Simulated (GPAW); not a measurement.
# ZnS (P6_3mc): refractive index against wavelength

The refractive index of ZnS (P6_3mc) along x below the direct gap (2.24 eV on the mesh) is read from one computed spectrum, n = √(Re ε). x, y and z are the Cartesian axes of the input cell.

Cell: a, b, c = 3.811, 3.811, 6.234 Å (primitive vectors), 4 atoms.

Method: GPAW 26.7.0, PBE, RPA, k-mesh 9×9×5, local fields up to 50 eV, Lorentzian half width 0.15 eV.

Launch of the response step: `OMP_NUM_THREADS=1 python df.py`. The run took 2.9 min, its band step included, on 1 thread of Arm Neoverse V1 (shared host).

```tsv
wavelength (nm)	photon energy E (eV)	n
3000	0.413	2.3613
2000	0.620	2.3684
1550	0.800	2.3772
1310	0.946	2.3863
1064	1.165	?
850	1.459	2.4351
```

In the single-oscillator model n² − 1 = E₀E_d/(E₀² − E²), so 1/(n² − 1) = E₀/E_d − E²/(E₀E_d) is linear in E².

Working, on the rows shown:

| x = E² (eV²) | y = 1/(n² − 1) |
| --- | --- |
| 0.170801 | 0.218544 |
| 0.384302 | 0.216952 |
| 0.639837 | 0.215004 |
| 0.895757 | 0.213019 |
| 2.12762 | 0.202852 |

Means: x̄ = 0.84366, ȳ = 0.21327. Σ(x − x̄)(y − ȳ) = -0.01898, Σ(x − x̄)² = 2.357. Slope = -0.01898 / 2.357 = -0.008055; intercept = ȳ − slope · x̄ = 0.22007. Turned back into n, the line misses the rows shown by at most 0.00076.

Problem. What does the fit predict for the withheld row, and how well does it do?

Solution. At x = 1.3578 the line gives y = 0.20913, that is 2.4045. The run gave 2.4035, so the interpolation is off by 0.001, 1.4 % of the range in the table.

Refitted with all rows, the slope is -0.00802 and the intercept 0.22007. These give E₀ = √(intercept/−slope) = 5.24 eV and E_d = E₀/intercept = 23.8 eV; E₀ is 2.3 times the direct gap. The electronic limit at long wavelengths, without lattice vibrations, is n = √(1 + 1/intercept) = 2.355. The cell comes from an older database entry, whose edges can be off by a per cent or so. Excitons are left out; PBE gaps are as a rule too small. The values come from a sum over the points of one k-mesh and carry its error, which grows as the direct gap shrinks.

[Logs are printed without paths, hosts, clocks, repeated set-up lines and the standing remarks that a program may print on its own settings, such as how far it seeks lower states.]
